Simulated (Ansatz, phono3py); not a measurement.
# NaCl (Fm-3m): lattice thermal conductivity, part 3 of 4

Aim: the lattice thermal conductivity of NaCl against temperature, and which phonons carry it.

What experiment has found for this phase:
- thermal conductivity 7.1 W/m/K near room temperature (given in “Combining the AFLOW GIBBS and Elastic Libraries to efficiently and robustly screen thermo-mechanical properties of solids”, 2017, arXiv:1611.05714)
- thermal conductivity 7.1 W/m/K near room temperature (given in “Predicting the lattice thermal conductivity of solids by solving the Boltzmann transport equation: AFLOW - AAPL an automated, accurate and efficient framework”, 2017, arXiv:1611.05481)

Ansatz 0.2.0; DFT LDA, scalar-relativistic, plane waves, PAW; PAW set soft_1.

So far. Step 2 (A first coarse run): The start is under -2.2 GPa at this level and looks like an insulator or semiconductor on this mesh. Step 5 (Tight relaxation): The residual pressure is -0.0072 GPa, small enough for phonons. The relaxed cell has a = 5.464 Å (conventional setting).

The database entry behind the starting cell differs from later determinations by our own check (an axis about 0.4 % short against later determinations), so it need not match the best structure at ambient conditions.

### Step 7. Anharmonic force constants and conductivity

Pairs of atoms inside the cutoff are displaced in a supercell, the forces give the cubic constants, and these give the three-phonon rates of the Boltzmann equation.

Contents of input.yaml:

```yaml
crystal:
  lattice:
    - [0.0, 2.7322376443, 2.7322376443]
    - [2.7322376443, 0.0, 2.7322376443]
    - [2.7322376443, 2.7322376443, 0.0]
  atoms:
    - { symbol: Na, position: [0.0, 0.0, 0.0] }
    - { symbol: Cl, position: [0.5, 0.5, 0.5] }
kpoints:
  mp_grid: { grid: [6, 6, 6] }
hamiltonian:
  xc: lda
  pseudopotentials: { kind: paw, azcp: { folder: soft_1 }, xc_functional: pbe }
scf:
  occupations: { method: fixed }
  lower_state_search: "off"
output:
  eigenvalues: true
phonons:
  method: fd
  dielectric: true
  qmesh: [6, 6, 6]
  temperatures: { t_max: 1000, t_step: 50 }
  qpath:
    path:
      - [[0.0, 0.0, 0.0], [0.5, 0.0, 0.5], [0.625, 0.25, 0.625]]
      - [[0.375, 0.375, 0.75], [0.0, 0.0, 0.0], [0.5, 0.5, 0.5], [0.5, 0.25, 0.75], [0.5, 0.0, 0.5]]
    npoints: 10
  third_order: { supercell: [3, 3, 3], pair_cutoff: 4.882 }
  lattice_thermal_conductivity:
    qmesh: [19, 19, 19]
    temperatures: [100.0, 150.0, 200.0, 300.0, 400.0, 500.0, 600.0, 800.0]
    isotope_mass_variance:
      - { species: Cl, variance: 0.0005827 }
      - { species: Na, variance: 0.0 }
```

Command:

```bash
$ ansatz run input.yaml --threads 8 --pin off --max-ram 19456MiB --backend cpu --events-out ev --progress --plain --runs-dir out
```

Numbers of over 12 decimals in the logs are rounded to 6 here.

Output:

```text
Warning: phonons.dielectric: true without phonons.rigid_motions: the static dielectric tensor ε⁰ will be withheld (ε∞, Z* and the rows of modes are given); for a crystal or a slab, whose only rigid motions are the translations, set phonons.rigid_motions: translations
Warning: phonons.third_order: as it is cut ahead of every solve, the batch solves 107 displaced supercells where 65 would do. It runs under 48 of the 1296 operations that the crystal's space group holds on the batch's supercell: the run's FFT boxes carry no more. The force constants lose no accuracy. For the smaller batch, try basis.xc_grid above 1 where it is 1, a denser FFT box (accuracy: high where it is lower, or a larger basis.ecutrho_ratio), or the same crystal shifted so that one of its atoms lies at the cell's origin: each can bring back operations that the batch needs, and none is sure to; [rest of the remark cut]
[...]
Crystal: 12 atoms, lattice volume = 244.758 Å³
Basis set: ecut = 420 eV, 4829 PW (Γ), FFT grids on a1, −a1+a2+a3, −a1+a3
Bands: 60, of which v1, the nominal top of the filled ones, is band 48 counted from 1 (47 counted from 0)
Symmetry: 24 space group operations
k-points: 16 of 36
[...]
SCF iter   1: F=—  HF=-15086.000363 eV  |F-HF|=—  |Δ(HF+E_count)|=         —  Δρ=5.01e-8  dr2=3.10e-12  ethr=1.00e-12  ⟨swp⟩=3.0  Hψ=2441  notcnv=0
[...]
SCF iter   2: F=-15086.000363 eV  HF=-15086.000363 eV  |F-HF|=3.64e-12  |Δ(HF+E_count)|=  3.64e-12  Δρ=2.14e-8  dr2=5.66e-13  ethr=1.00e-12  ⟨swp⟩=3.0  Hψ=2091  notcnv=0
SCF 1 converged in 2 iterations: F = -15086.000363 eV  dr2 = 5.66e-13
[...]
Crystal: 2 atoms, lattice volume = 40.793 Å³
Basis set: ecut = 420 eV, 821 PW (Γ), exchange–correlation on 54×54×54 points (8 copies of the dense FFT grid, shifted against one another)
Bands: 12, of which v1, the nominal top of the filled ones, is band 8 counted from 1 (7 counted from 0)
Symmetry: 48 space group operations
k-points: 30 of 216 (irreducible under 8 space group operations, time reversal used)
[...]
SCF iter   4: F=-2514.333394 eV  HF=-2514.333394 eV  |F-HF|=1.96e-11  |Δ(HF+E_count)|=  2.46e-11  Δρ=7.53e-7  dr2=5.91e-11  ethr=1.00e-12  ⟨swp⟩=5.6  Hψ=1435  notcnv=0
SCF 2 converged in 4 iterations: F = -2514.333394 eV  dr2 = 5.91e-11
[...]
NSCF: frozen V_eff on 2 k-points
DFPT response loops at Γ: preconditioner auto → none (the input reference at scf.mixing.eps_inf says where Resta's filter doesn't serve); β = 0.50; Broyden in place of MSR1
Symmetry: 2 space group operations
k-points: 16 of 36 (time reversal used)
[...]
SCF iter   1: F=—  HF=-15086.000367 eV  |F-HF|=—  |Δ(HF+E_count)|=         —  Δρ=1.20e-4  dr2=2.73e-5  ethr=6.64e-9  ⟨swp⟩=3.0  Hψ=3689  notcnv=0  defer=54
eigensolver tolerance schedule calibrated: the retry pair's looser diagonalisation under-reported the residual by θ = 0.77 (0.14/decade); ethr = c·dr2/N_el runs at the constant in force after the calibration composes with the one it found (an armed cap, an earlier calibration), c = 5.5e-2
SCF iter   2: F=—  HF=-15086.000358 eV  |F-HF|=—  |Δ(HF+E_count)|=   9.80e-6  Δρ=5.90e-5  dr2=5.74e-6  ethr=6.64e-9  ⟨swp⟩=2.0  Hψ=1561  notcnv=0  defer=54
[...]
SCF iter   7: F=-15086.000355 eV  HF=-15086.000355 eV  |F-HF|=1.82e-12  |Δ(HF+E_count)|=  1.82e-12  Δρ=1.42e-8  dr2=5.75e-13  ethr=1.00e-12  ⟨swp⟩=6.0  Hψ=3956  notcnv=0
SCF 3 converged in 7 iterations: F = -15086.000355 eV  dr2 = 5.75e-13
[...]
Symmetry: 1 space group operations
k-points: 20 of 36 (time reversal used)
[...]
SCF iter   6: F=-15086.000355 eV  HF=-15086.000355 eV  |F-HF|=7.28e-12  |Δ(HF+E_count)|=  1.82e-11  Δρ=4.39e-8  dr2=5.12e-12  ethr=1.00e-12  ⟨swp⟩=6.9  Hψ=5297  notcnv=0
SCF 4 converged in 6 iterations: F = -15086.000355 eV  dr2 = 5.12e-12
[...]
SCF iter   6: F=-15086.000354 eV  HF=-15086.000354 eV  |F-HF|=0.00e0  |Δ(HF+E_count)|=  1.09e-11  Δρ=3.25e-8  dr2=3.07e-12  ethr=1.00e-12  ⟨swp⟩=6.0  Hψ=4240  notcnv=0
SCF 5 converged in 6 iterations: F = -15086.000354 eV  dr2 = 3.07e-12
[...]
SCF iter   3: F=-15086.000354 eV  HF=-15086.000354 eV  |F-HF|=1.82e-12  |Δ(HF+E_count)|=  1.82e-12  Δρ=3.78e-8  dr2=9.07e-13  ethr=1.00e-12  ⟨swp⟩=5.9  Hψ=3889  notcnv=0
SCF 6 converged in 3 iterations: F = -15086.000354 eV  dr2 = 9.07e-13
[...]
SCF iter   6: F=-15086.000355 eV  HF=-15086.000355 eV  |F-HF|=3.64e-12  |Δ(HF+E_count)|=  3.64e-12  Δρ=3.25e-8  dr2=3.80e-12  ethr=1.00e-12  ⟨swp⟩=6.0  Hψ=5480  notcnv=0
SCF 7 converged in 6 iterations: F = -15086.000355 eV  dr2 = 3.80e-12
[...]
SCF 8 converged in 3 iterations: F = -15086.000355 eV  dr2 = 8.74e-13
Basis set: ecut = 420 eV, 4821 PW (Γ), FFT grids on a1, a2, −3a1−3a2+a3
SCF iter   1: F=—  HF=-15086.000363 eV  |F-HF|=—  |Δ(HF+E_count)|=         —  Δρ=4.79e-8  dr2=2.84e-12  ethr=1.00e-12  ⟨swp⟩=3.0  Hψ=2390  notcnv=0
[...]
SCF iter   2: F=-15086.000363 eV  HF=-15086.000363 eV  |F-HF|=0.00e0  |Δ(HF+E_count)|=  3.64e-12  Δρ=2.06e-8  dr2=5.22e-13  ethr=1.00e-12  ⟨swp⟩=3.0  Hψ=2088  notcnv=0
SCF 9 converged in 2 iterations: F = -15086.000363 eV  dr2 = 5.22e-13
[...]
SCF iter   7: F=-15086.000355 eV  HF=-15086.000355 eV  |F-HF|=1.82e-12  |Δ(HF+E_count)|=  5.46e-12  Δρ=2.61e-8  dr2=2.39e-12  ethr=1.00e-12  ⟨swp⟩=6.3  Hψ=5011  notcnv=0
SCF 10 converged in 7 iterations: F = -15086.000355 eV  dr2 = 2.39e-12
[...]
SCF iter   6: F=-15086.000354 eV  HF=-15086.000354 eV  |F-HF|=7.28e-12  |Δ(HF+E_count)|=    0.00e0  Δρ=5.17e-8  dr2=4.71e-12  ethr=1.00e-12  ⟨swp⟩=6.0  Hψ=5480  notcnv=0
[...]
SCF iter   7: F=-67886.999232 eV  HF=-67886.999232 eV  |F-HF|=4.37e-11  |Δ(HF+E_count)|=  1.75e-10  Δρ=8.98e-8  dr2=1.04e-10  ethr=1.00e-12  ⟨swp⟩=4.8  Hψ=4946  notcnv=0
SCF 161 converged in 7 iterations: F = -67886.999232 eV  dr2 = 1.04e-10
[...]
SCF iter   7: F=-67886.999125 eV  HF=-67886.999125 eV  |F-HF|=5.82e-11  |Δ(HF+E_count)|=  1.46e-10  Δρ=9.91e-8  dr2=1.26e-10  ethr=1.00e-12  ⟨swp⟩=4.5  Hψ=4868  notcnv=0
SCF 162 converged in 7 iterations: F = -67886.999125 eV  dr2 = 1.26e-10
[...]
SCF iter   7: F=-67886.999182 eV  HF=-67886.999182 eV  |F-HF|=1.02e-10  |Δ(HF+E_count)|=  5.82e-11  Δρ=9.15e-8  dr2=1.05e-10  ethr=1.00e-12  ⟨swp⟩=4.9  Hψ=6612  notcnv=0
SCF 163 converged in 7 iterations: F = -67886.999182 eV  dr2 = 1.05e-10
[...]
SCF iter   7: F=-67886.999175 eV  HF=-67886.999175 eV  |F-HF|=4.37e-11  |Δ(HF+E_count)|=  4.37e-11  Δρ=9.58e-8  dr2=1.16e-10  ethr=1.00e-12  ⟨swp⟩=4.8  Hψ=6587  notcnv=0
SCF 164 converged in 7 iterations: F = -67886.999175 eV  dr2 = 1.16e-10
[...]
SCF iter   7: F=-67886.999133 eV  HF=-67886.999133 eV  |F-HF|=8.73e-11  |Δ(HF+E_count)|=  8.73e-11  Δρ=9.48e-8  dr2=1.15e-10  ethr=1.00e-12  ⟨swp⟩=4.7  Hψ=4935  notcnv=0
SCF 165 converged in 7 iterations: F = -67886.999133 eV  dr2 = 1.15e-10
[...]
SCF iter   7: F=-67886.999226 eV  HF=-67886.999226 eV  |F-HF|=2.91e-11  |Δ(HF+E_count)|=  7.28e-11  Δρ=9.84e-8  dr2=1.24e-10  ethr=1.00e-12  ⟨swp⟩=4.7  Hψ=4780  notcnv=0
SCF 166 converged in 7 iterations: F = -67886.999226 eV  dr2 = 1.24e-10
SCF converged after 2 iterations
Free energy (F): -15086.000363 eV
[...]
Internal energy: -15086.000363 eV  (E = F + TS)
E sigma→0 (E₀):  -15086.000363 eV
Fermi energy:    1.567295 eV
[...]
--- Band table (eV; the first three rows and the last of 16) ---
  k-point 0: bands = [... 44 lower, 1.3131, 1.5673, 1.5673, 1.5673, 6.6432, 8.5246, 8.5246, 8.9753, ... 8 higher]
  k-point 1: bands = [... 44 lower, 1.3131, 1.3650, 1.3650, 1.4089, 7.8420, 8.5246, 8.6022, 9.2331, ... 8 higher]
  k-point 2: bands = [... 44 lower, 1.4793, 1.4793, 1.4793, 1.4793, 7.5352, 7.5352, 8.6045, 8.6045, ... 8 higher]
  k-point 15: bands = [... 44 lower, 1.0417, 1.0417, 1.1301, 1.1301, 9.2912, 9.2912, 9.9159, 9.9159, ... 8 higher]
--- Phonons: 42 displaced members + 10 references (amplitude of the first 0.0025 Å, Σ member SCF iterations 235) ---
  ASR residual: 6.344e-4 → 0.000e0 eV/Å²; symmetrization residual: 3.042e-4 eV/Å²
  largest component of a force at the reference: 6.6e-24 eV/Å
  ASR residual per site (eV/Å²): 6.34e-4 2.12e-4
  Γ frequencies (cm⁻¹): 0.00 0.00 0.00 188.32 188.32 188.32
  Unit cell's response to a homogeneous field, on a k mesh of 6×6×6: 1 representative field direction (Σ response iterations 6)
  ε∞ (high-frequency dielectric tensor):
        2.665498    -0.000000     0.000000
        0.000000     2.665498    -0.000000
        0.000000     0.000000     2.665498
  ε⁰ (static dielectric tensor): not given — the deck does not say what the cell's rigid motions are, and on a molecule in a box or a wire the rigid rotations would enter the sum over the modes at Γ. For a crystal or a slab, whose only rigid motions are the translations, set phonons.rigid_motions: translations.
  Born effective charges Z* (e; rows j = field, columns β = displacement):
    site 0:
         1.07147    0.00000   -0.00000
        -0.00000    1.07147   -0.00000
        -0.00000   -0.00000    1.07147
    site 1:
        -1.07147   -0.00000    0.00000
         0.00000   -1.07147    0.00000
         0.00000    0.00000   -1.07147
  Z* charge neutrality: 3.588e-5 e pre-enforcement
  k-mesh period / interband length: 23.2 Å / 1.29 Å = 18.02 at k = (0.0000, 0.0000, 0.0000), direct gap 5.076 eV — 14 or more, which is no proof of convergence
  optical modes at Γ without the LO–TO term, one row a degenerate level:
      ω (cm⁻¹)  modes    IR ((D/Å)²/amu)
        188.32      3             5.6977
  optical modes at Γ + LO–TO along q̂ = [1.0000, 0.0000, 0.0000]:
      ω (cm⁻¹)  modes    IR ((D/Å)²/amu)
        188.32      2             3.7985
        269.66      1             1.8992
  optical modes at Γ + LO–TO along q̂ = [0.0000, 1.0000, 0.0000]:
      ω (cm⁻¹)  modes    IR ((D/Å)²/amu)
        188.32      2             3.7985
        269.66      1             1.8992
  optical modes at Γ + LO–TO along q̂ = [0.0000, 0.0000, 1.0000]:
      ω (cm⁻¹)  modes    IR ((D/Å)²/amu)
        188.32      2             3.7985
        269.66      1             1.8992
--- Phonons (by wavevector): 16 wavevectors in 10 supercells ---
  supercell 1 (6 cells, vectors [1, 0, 0], [0, 3, -3], [0, 0, 2] in multiples of the cell's): 6 displaced members by 0.0025 Å; free energy -15086.000363 eV; taken off its force constants: by the sum rule 5.6e-4, by the symmetrisation 7.7e-5 eV/Å²
  symmetry images taken by strict's conditions (phonons.symmetry_images: auto; settled by no image being taken that strict refuses)
[...]
q = [0.0000, 0.0000, 0.0000] (star 1, supercell 1; hermiticity 7.44e-17, symmetrization 3.49e-5): -0.00 -0.00 -0.00 188.32 188.32 188.32
[...]
joined force constants: q→R imaginary residual 1.28e-18
  density of states and harmonic sums: on the 24×24×24 q-mesh, interpolated from the force constants of a 6×6×6 supercell (with the dipole–dipole term)
  largest difference from the sums on the solved wave vectors: F 4.18e-3 eV, S 5.36e-6 and C_V 1.18e-6 eV/K
  zero-point energy: 0.057734 eV/cell   skipped modes (ω ≤ 0): 3   left out of the sums: 3.62e-5 of the cell's modes: C_V's classical limit lies that fraction below 3 k_B per atom; for a crystal, a wire or a layer, F and S can be off by more, and a phonons.interpolated_qmesh denser along its periods is the remedy for the sampling
--- Third-order force constants: 111 member SCFs in a 3×3×3 supercell (pair cutoff 4.882 Å, amplitude 0.03 Å, SCF threshold 1.00e-9 eV, Σ member SCF iterations 773) ---
[...]
sum-rule residual: 5.095e-2 → 7.558e-16 eV/Å³; symmetrization residual: 3.411e-3 eV/Å³; largest sum-rule correction relative to its orbit: 1.540e-1, on the orbit of the block of home site 0 with site 1 of cell (-2, 0, 0) and site 0 of cell (0, 0, 0), whose norm before the correction was 8.858e-2 eV/Å³
--- Lattice thermal conductivity: 19×19×19 mesh (220 irreducible points), tetrahedron method ---
  three-phonon and isotope scattering only; four-phonon, boundary and, in a metal, phonon-electron scattering are left out
  each conductivity is what the modes' populations carry and what the coherences between them add
  conductivity (a third of the tensor's trace), W/(m K), in the relaxation-time approximation and from the full solution:
       T (K)   relaxation time   full solution  iterations             ending  least Ritz value
      100.00           26.6156         31.2983           9          converged          5.228e-1
      150.00           17.9467         21.3021           9          converged          5.096e-1
      200.00           13.6552         16.2841           9          converged          5.020e-1
      300.00            9.3050         11.1441           9          converged          4.939e-1
      400.00            7.0941          8.5094           9          converged          4.897e-1
      500.00            5.7548          6.9053           9          converged          4.870e-1
      600.00            4.8569          5.8261           9          converged          4.853e-1
      800.00            3.7295          4.4666           9          converged          4.830e-1
```

Elapsed: 20 min, on 8 threads of Arm Neoverse V2, shared host; peak memory 8.3 GiB; 2.6 h of CPU time.

Numbers from this step:

```
Γ frequencies                              : 0, 0, 0, 188.3, 188.3, 188.3 cm⁻¹ (negative: imaginary)
lowest frequency on the path               : 0 cm⁻¹
zero-point energy                          : 0.05773 eV/cell
point group                                : m-3m
highest frequency                          : 269.7 cm⁻¹
Debye temperature from the second moment   : 302 K
κ at 300 K (relaxation time)               : 9.305 W/m/K
κ at 300 K (full solution)                 : 11.14 W/m/K
dipole term                                : run
mean free path at half of κ                : 13 nm
share of κ above the three lowest branches : 0.107
third-order blocks                         : 686
periodic aliases dropped                   : 168
largest relative sum-rule correction       : 0.1540
displaced cells, third order               : 111
```

LO-TO term included. Phonon branches along the path, in cm⁻¹:

| point | branch 1 | branch 2 | branch 3 | branch 4 | branch 5 | branch 6 |
| --- | --- | --- | --- | --- | --- | --- |
| Γ | 0 | 0 | 0 | 188 | 188 | 270 |
| halfway | 61 | 61 | 148 | 193 | 193 | 214 |
| X | 82 | 82 | 136 | 198 | 198 | 210 |
| halfway | 88 | 99 | 133 | 194 | 198 | 209 |
| U | 103 | 125 | 134 | 182 | 198 | 206 |
| jump to K | 103 | 125 | 134 | 182 | 198 | 206 |
| halfway | 73 | 105 | 136 | 164 | 194 | 238 |
| Γ | 0 | 0 | 0 | 188 | 188 | 270 |
| halfway | 79 | 79 | 114 | 178 | 178 | 257 |
| L | 129 | 129 | 153 | 153 | 182 | 229 |
| halfway | 119 | 125 | 153 | 170 | 194 | 207 |
| W | 115 | 115 | 148 | 170 | 204 | 204 |
| halfway | 94 | 111 | 131 | 190 | 200 | 208 |
| X | 82 | 82 | 136 | 198 | 198 | 210 |

The phonon branches as a text plot (rows in cm⁻¹):

```
    264 |***                        ********
    253 |   *                    ***        **
    242 |                       *             **
    230 |    **                                 ***
    219 |      *               *                   **
    208 |           ******** **                      *** ********
    197 |    ***********************                  ***   *****
    185 |****    *      ***         ********     *****      **
    174 |        *         **    ***        **  *     ******
    163 |       *           *** *             **    **
    152 |      *  **       * ***              * ***********
    140 |           ***         *                          *   **
    129 |              **** ***              *  *******     ***
    118 |    **            *   * *          *  *     ******* *
    107 |               * * *   *             *            ** *
     96 |   *          ***   **            * *               *
     84 |           ****       * ***                          ***
     73 |       ****            *         * *
     62 |  *   *                 ****      *
     51 |    **                   **     **
     39 |   *                       *
     28 | **                        **  **
     17 | *                          *  *
      6 |*                            **
         Γ           X  U|K            Γ         L        W     X
```

W/m/K. Kappa, by row:

| T (K) | RTA xx | RTA yy | RTA zz | full xx | full yy | full zz | coherence part xx | coherence part yy | coherence part zz | ending | iterations | least Ritz value |
| --- | --- | --- | --- | --- | --- | --- | --- | --- | --- | --- | --- | --- |
| 100 | 26.62 | 26.62 | 26.62 | 31.3 | 31.3 | 31.3 | 0.03656 | 0.03656 | 0.03656 | converged | 9 | 0.523 |
| 150 | 17.95 | 17.95 | 17.95 | 21.3 | 21.3 | 21.3 | 0.06298 | 0.06298 | 0.06298 | converged | 9 | 0.51 |
| 200 | 13.66 | 13.66 | 13.66 | 16.28 | 16.28 | 16.28 | 0.08406 | 0.08406 | 0.08406 | converged | 9 | 0.502 |
| 300 | 9.305 | 9.305 | 9.305 | 11.14 | 11.14 | 11.14 | 0.1164 | 0.1164 | 0.1164 | converged | 9 | 0.494 |
| 400 | 7.094 | 7.094 | 7.094 | 8.509 | 8.509 | 8.509 | 0.1409 | 0.1409 | 0.1409 | converged | 9 | 0.49 |
| 500 | 5.755 | 5.755 | 5.755 | 6.905 | 6.905 | 6.905 | 0.1604 | 0.1604 | 0.1604 | converged | 9 | 0.487 |
| 600 | 4.857 | 4.857 | 4.857 | 5.826 | 5.826 | 5.826 | 0.1765 | 0.1765 | 0.1765 | converged | 9 | 0.485 |
| 800 | 3.73 | 3.73 | 3.73 | 4.467 | 4.467 | 4.467 | 0.2014 | 0.2014 | 0.2014 | converged | 9 | 0.483 |

Lattice thermal conductivity against temperature:

| temperature (K) | RTA xx (W/m/K) | full xx (W/m/K) |
| --- | --- | --- |
| 100 | 26.6 | 31.3 |
| 150 | 17.9 | 21.3 |
| 200 | 13.7 | 16.3 |
| 300 | 9.30 | 11.1 |
| 400 | 7.09 | 8.51 |
| 500 | 5.75 | 6.91 |
| 600 | 4.86 | 5.83 |
| 800 | 3.73 | 4.47 |

The modes has structure finer than the step of the table below, so its rows give means over 10 cm⁻¹, whole bins alone (the curve runs from -10 to 287 cm⁻¹). Peaks (cm⁻¹: height): Cl 130.1: 0.0368, 152.5: 0.0249, 199.2: 0.0296; Na 113.3: 0.0137, 152.5: 0.0238, 197.3: 0.0452.

Phonopy on the run's constants, 17x17x17 mesh, Gaussian sigma 2.1 cm⁻¹. The modes by wavenumber; means over each step; values in 1/cm⁻¹/cell:

| wavenumber (cm⁻¹) | Cl | Na |
| --- | --- | --- |
| 0 | 3.5e-5 | 2.4e-5 |
| 10 | 4.6e-5 | 3.0e-5 |
| 20 | 4.2e-4 | 2.7e-4 |
| 30 | 9.8e-4 | 6.3e-4 |
| 40 | 0.00149 | 9.6e-4 |
| 50 | 0.00288 | 0.00186 |
| 60 | 0.00444 | 0.00293 |
| 70 | 0.00705 | 0.00468 |
| 80 | 0.0120 | 0.00812 |
| 90 | 0.0154 | 0.0104 |
| 100 | 0.0186 | 0.0119 |
| 110 | 0.0214 | 0.0127 |
| 120 | 0.0245 | 0.0124 |
| 130 | 0.0312 | 0.0116 |
| 140 | 0.0157 | 0.00884 |
| 150 | 0.0227 | 0.0184 |
| 160 | 0.0130 | 0.0126 |
| 170 | 0.0158 | 0.0219 |
| 180 | 0.0194 | 0.0278 |
| 190 | 0.0264 | 0.0367 |
| 200 | 0.0270 | 0.0436 |
| 210 | 0.00821 | 0.0201 |
| 220 | 0.00263 | 0.0109 |
| 230 | 0.00257 | 0.00850 |
| 240 | 0.00234 | 0.00549 |
| 250 | 0.00197 | 0.00383 |
| 260 | 0.00139 | 0.00238 |
| 270 | 3.3e-4 | 5.3e-4 |
| 280 | 4.0e-7 | 4.0e-7 |

Distinct triplets, nearest first. Third order norms, by row:

| sites | side 1 (Å) | side 2 (Å) | side 3 (Å) | norm of the 27 components (eV/Å³) |
| --- | --- | --- | --- | --- |
| Na-Na-Na | 0 | 0 | 0 | 0 |
| Cl-Cl-Cl | 0 | 0 | 0 | 0 |
| Na-Cl-Cl | 0 | 2.73 | 2.73 | 5.624 |
| Na-Cl-Na | 0 | 2.73 | 2.73 | 5.584 |
| Na-Cl-Cl | 2.73 | 2.73 | 3.86 | 0.056 |
| Na-Cl-Na | 2.73 | 2.73 | 3.86 | 0.085 |
| Na-Na-Na | 0 | 3.86 | 3.86 | 0.311 |
| Na-Na-Na | 3.86 | 3.86 | 3.86 | 0.004 |
| Cl-Cl-Cl | 0 | 3.86 | 3.86 | 0.542 |
| Cl-Cl-Cl | 3.86 | 3.86 | 3.86 | 0.059 |
| Na-Cl-Cl | 2.73 | 3.86 | 4.73 | 0.042 |
| Na-Cl-Na | 2.73 | 3.86 | 4.73 | 0.02 |
| Na-Cl-Cl | 0 | 4.73 | 4.73 | 0.106 |
| Na-Cl-Na | 0 | 4.73 | 4.73 | 0.096 |

Born charge (rows field, columns displacement) (e), principal values of the symmetric part by kind of site:

| atom | atoms with these values | low | middle | high | mean |
| --- | --- | --- | --- | --- | --- |
| Na1 | 1 | 1.07 | 1.07 | 1.07 | 1.07 |
| Cl2 | 1 | -1.07 | -1.07 | -1.07 | -1.07 |

In full for Cl2:

```
-1.07  0.00  0.00
 0.00 -1.07  0.00
 0.00  0.00 -1.07
```

RTA, 300 K. Kappa by branch, by row:

| branch (by rank) | mean frequency (THz) | mean rms speed (km/s) | median lifetime (ps) | share of kappa |
| --- | --- | --- | --- | --- |
| 1 | 2.79 | 1.82 | 5.36 | 0.309 |
| 2 | 3.29 | 2.25 | 3.14 | 0.286 |
| 3 | 4.26 | 2.09 | 3.69 | 0.299 |
| 4 | 5.3 | 1.3 | 2.76 | 0.057 |
| 5 | 5.75 | 0.84 | 2.87 | 0.026 |
| 6 | 6.53 | 1.37 | 0.953 | 0.024 |

(Continued in part 4 of 4.)

[Logs are printed without paths, hosts, clocks, repeated set-up lines and the standing remarks that a program may print on its own settings, such as how far it seeks lower states.]

[Hosts, paths, dates, database ids (printed as entryN), source tags and the programs' standing remarks are cut or masked in the printed files.]

[A step with changed settings may run another functional than the one named; its input shows which.]
